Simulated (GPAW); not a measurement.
# CaO (Lime): optical spectrum from first principles, part 2 of 2

Wanted: where CaO (Lime) starts to absorb, how strongly, and its refractive index.

GPAW 26.7.0; DFT, LDA, plane-wave PAW (GPAW data sets), scalar-relativistic, RPA, optical limit.

So far. Step 2 (Ground state): There is a gap, 3.60 eV on this mesh (points off the mesh can give less), so no carriers' term is needed.

### Step 4. Dielectric function, RPA

Local fields let the induced charge screen the field inside the cell, which as a rule lowers ε, most along directions where the density is uneven.

This step: DFT, LDA, plane-wave PAW (GPAW data sets), scalar-relativistic, RPA, optical limit (GPAW 26.7.0).

File df.py:

```python
from gpaw.response.df import DielectricFunction

df = DielectricFunction('full.gpw', frequencies={'type': 'nonlinear', 'domega0': 0.03, 'omega2': 8},
                        ecut=30,
                        eta=0.1,
                        nbands=24,
                        txt='df.txt')
for direction in ['x']:
    df.get_dielectric_function(xc='RPA', direction=direction, filename=f'df_{direction}.csv')
```

The run is started by

```console
$ OMP_NUM_THREADS=1 python df.py
```

The log of the run:

```text
Using integrator: PointIntegrator
NonLinearFrequencyDescriptor(from 0.000 to 70.925 eV, 507 points)
Nonperiodic BCs:  [False False False]
Using integrator: PointIntegrator
NonLinearFrequencyDescriptor(from 0.000 to 70.925 eV, 507 points)
Nonperiodic BCs:  [False False False]

Calculating chi0 body with:
    Ground state adapter containing:
    Number of spins: 1
    Number of kpoints: 4096
    Number of irreducible kpoints: 145
    Number of completely occupied states: 8
    Number of partially occupied states: 8

    Linear response parametrization:
    q_c: [0.0, 0.0, 0.0]
    Number of frequency points: 507
    Planewave cutoff: 30.0
    Number of bands: 24
    Number of planewaves: 15
    Broadening (eta): 0.1

Integrating chi0 body.

Symmetries of q_c:
    Direct symmetries (Uq -> q): 48
    Indirect symmetries (TUq -> q): 0
In total 48 allowed symmetries.

145 groups of equivalent kpoints. 96.4599609375% reduction.

Integral kind: spectral function

Calculating chi0 optical extensions with:
    Ground state adapter containing:
    Number of spins: 1
    Number of kpoints: 4096
    Number of irreducible kpoints: 145
    Number of completely occupied states: 8
    Number of partially occupied states: 8

    Linear response parametrization:
    Number of frequency points: 507
    Planewave cutoff: 30.0
    Number of bands: 24
    Number of planewaves: 15
    Broadening (eta): 0.1
Integrating chi0 head and wings.

Symmetries of q_c:
    Direct symmetries (Uq -> q): 48
    Indirect symmetries (TUq -> q): 0
In total 48 allowed symmetries.

145 groups of equivalent kpoints. 96.4599609375% reduction.

Integral kind: spectral function wings
```

It took 6 s on 1 thread of Arm Neoverse V2, shared host; peak memory 0.2 GiB.

Numbers from this step:

```
electronic dielectric constant ε∞, mean over x, y and z (by symmetry where fewer were run) : 3.768
main peak of Im epsilon, first axis                                                        : 9.391 eV
centre of weight of the strongest loss peak in the window                                  : 12.13 eV
```

The Im ε, E ∥ x has structure finer than the step of the table below, so its rows give means over 1 eV, whole bins alone (the curve runs from 0 to 19.9 eV). Peaks (eV: height): 8.4: 5.44, 9.4: 6.43, 14.7: 1.77.

Values under the direct gap are tails of Lorentzian lines. Im ε, E ∥ x against photon energy; means over each step:

```
photon energy (eV)  Im ε, E ∥ x
                 1       0.0103
                 2       0.0253
                 3       0.0641
                 4        0.741
                 5         2.13
                 6         2.96
                 7         3.26
                 8         4.66
                 9         5.27
                10         4.19
                11         1.60
                12        0.506
                13        0.436
                14        0.635
                15         1.51
                16         1.10
                17        0.896
                18        0.908
                19        0.942
```

Re ε, E ∥ x against photon energy:

photon energy (eV), Re ε, E ∥ x and a bar from the least value:
```
        0       3.77 #######################
        1       3.82 #######################
        2       3.98 ########################
        3       4.37 #########################
        4       5.49 ##############################
        5       5.14 #############################
        6       4.20 #########################
        7       3.79 #######################
        8       3.78 #######################
        9       2.45 ##################
       10      -1.82 
       11      -1.48 #
       12      -0.08 #######
       13       0.58 ##########
       14       1.35 #############
       15       0.98 ############
       16       0.73 ##########
       17       0.72 ##########
       18       1.07 ############
       19       0.57 ##########
```

Values under the direct gap are tails of Lorentzian lines. Loss function −Im 1/ε at q → 0, E ∥ x against energy loss; read off at these points:

```
energy loss (eV)  loss function −Im 1/ε at q → 0, E ∥ x
            0.00                                      0
            0.50                                 3.4e-4
            1.00                                 7.0e-4
            1.50                                0.00109
            2.00                                0.00155
            2.50                                0.00216
            3.00                                0.00307
            3.50                                0.00516
            4.00                                 0.0246
            4.50                                 0.0499
            5.00                                 0.0630
            5.50                                 0.0811
            6.00                                  0.113
            6.50                                  0.121
            7.00                                  0.131
            7.50                                  0.125
            8.00                                  0.128
            8.50                                  0.172
            9.00                                  0.166
            9.50                                  0.158
           10.00                                  0.206
           10.50                                  0.294
           11.00                                  0.335
           11.50                                  0.692
           12.00                                   1.89
           12.26                                   2.12
           12.50                                   1.27
           13.00                                  0.824
           13.50                                  0.374
           14.00                                  0.247
           14.50                                  0.248
           15.00                                  0.452
           15.50                                  0.601
           16.00                                  0.640
           16.50                                  0.655
           16.75                                  0.693
           17.00                                  0.675
           17.50                                  0.624
           18.00                                  0.455
           18.50                                  0.546
           19.00                                  0.792
           19.50                                  0.798
```

The Im ε, E ∥ x has structure finer than the step of the table below, so its rows give means over 0.5 eV, whole bins alone (the curve runs from 0 to 19.9 eV). Peaks (eV: height): without local fields 8.39: 5.75, 9.35: 6.52, 14.68: 1.82; with local fields 8.39: 5.44, 9.42: 6.43, 14.68: 1.77.

Values under the direct gap are tails of Lorentzian lines. The Im ε, E ∥ x by photon energy; means over each step:

```
photon energy (eV)  without local fields  with local fields
               0.5               0.00534            0.00487
               1.0                0.0112             0.0102
               1.5                0.0182             0.0165
               2.0                0.0274             0.0248
               2.5                0.0413             0.0373
               3.0                0.0669             0.0598
               3.5                 0.149              0.131
               4.0                 0.877              0.753
               4.5                  1.75               1.51
               5.0                  2.43               2.16
               5.5                  2.85               2.55
               6.0                  3.30               2.98
               6.5                  3.44               3.17
               7.0                  3.52               3.28
               7.5                  3.82               3.55
               8.0                  5.09               4.77
               8.5                  5.28               5.03
               9.0                  5.18               5.02
               9.5                  6.17               6.12
              10.0                  3.98               4.03
              10.5                  2.58               2.62
              11.0                  1.56               1.60
              11.5                 0.665              0.680
              12.0                 0.517              0.510
              12.5                 0.471              0.446
              13.0                 0.464              0.428
              13.5                 0.508              0.463
              14.0                 0.595              0.548
              14.5                  1.33               1.25
              15.0                  1.56               1.60
              15.5                  1.22               1.24
              16.0                  1.12               1.07
              16.5                  1.12               1.02
              17.0                 0.991              0.885
              17.5                 0.912              0.799
              18.0                 0.992              0.856
              18.5                  1.10               1.17
              19.0                 0.735              0.899
              19.5                 0.650              0.756
```

The reflectivity at normal incidence, E ∥ x by photon energy; read off at these points:

```
photon energy (eV)  reflectivity at normal incidence, E ∥ x (%)
              0.00                                         10.2
              0.50                                         10.3
              1.00                                         10.4
              1.50                                         10.7
              2.00                                         11.1
              2.50                                         11.6
              3.00                                         12.4
              3.50                                         13.8
              4.00                                         16.4
              4.50                                         17.0
              5.00                                         16.9
              5.50                                         16.6
              6.00                                         17.6
              6.50                                         17.4
              7.00                                         17.8
              7.50                                         19.3
              8.00                                         23.3
              8.50                                         25.5
              9.00                                         23.4
              9.50                                         34.7
             10.00                                         40.8
             10.50                                         38.9
             11.00                                         45.7
             11.33                                         52.0
             11.50                                         47.8
             12.00                                         23.8
             12.50                                         6.40
             13.00                                         3.24
             13.50                                         1.31
             14.00                                         1.66
             14.50                                         5.82
             15.00                                         9.28
             15.15                                         10.6
             15.50                                         7.72
             16.00                                         6.40
             16.50                                         6.30
             17.00                                         5.30
             17.50                                         4.21
             18.00                                         3.39
             18.50                                         7.12
             18.74                                         8.24
             19.00                                         6.54
             19.50                                         5.40
```

From ε follow the optical constants at some laser and lamp lines:

```
wavelength (nm)     n      k  R (%)     1/α
           1550  1.95  0.002   10.4   61 µm
            800  1.97  0.004   10.7   15 µm
            633  1.99  0.006   11.0  8.4 µm
            532  2.02  0.008   11.4  5.3 µm
            405  2.10  0.015   12.6  2.2 µm
            308  2.35  0.176   16.5  139 nm
            248  2.30  0.410   16.9   48 nm
```

Below the direct gap, k and the depth come from the tails of the Lorentzian lines, not from transitions.

Rows near the edge hang on the gap, which this functional as a rule makes too small, and phonon-assisted absorption is left out.

### Step 5. Summary of results

- electronic dielectric constant ε∞, mean over x, y and z (by symmetry where fewer were run) (RPA): 3.77
- main peak of Im epsilon, first axis: 9.39 eV
- centre of weight of the strongest loss peak in the window, first axis: 12.1 eV

In words: At this level (LDA, RPA) CaO has ε∞ = 3.77 and n = 1.95 at 1550 nm, and Im ε peaks at 9.4 eV. On the mesh the gap is 3.58 eV and the least direct gap 3.85 eV, so on this mesh the band edges lie at different points. Local fields change the static value along x from 4.00 to 3.77 (-6 %). Distinct maxima of Im ε, read by a parabola through the highest points, lie at 5.91 eV (3.2), 6.32 eV (3.4), 8.38 eV (5.4) and 9.39 eV (6.4). Excitons and phonon-assisted transitions are missing; LDA gaps are as a rule too small, which pulls the onset down and ε∞ up. The sum runs over mesh points, so small or evenly spaced maxima can still be ripples of the mesh. In this version of GPAW the matrix elements of the optical limit are incomplete, which can lower ε − 1 by up to a tenth where first-row anions or d states rule, and shift it by more in d metals.

[Machine, clock and banner lines and Python warnings are left out of the logs.]

[Logs are printed without paths, hosts, clocks, repeated set-up lines and the standing remarks that a program may print on its own settings, such as how far it seeks lower states.]

[Hosts, paths, dates, database ids (printed as entryN), source tags and the programs' standing remarks are cut or masked in the printed files.]
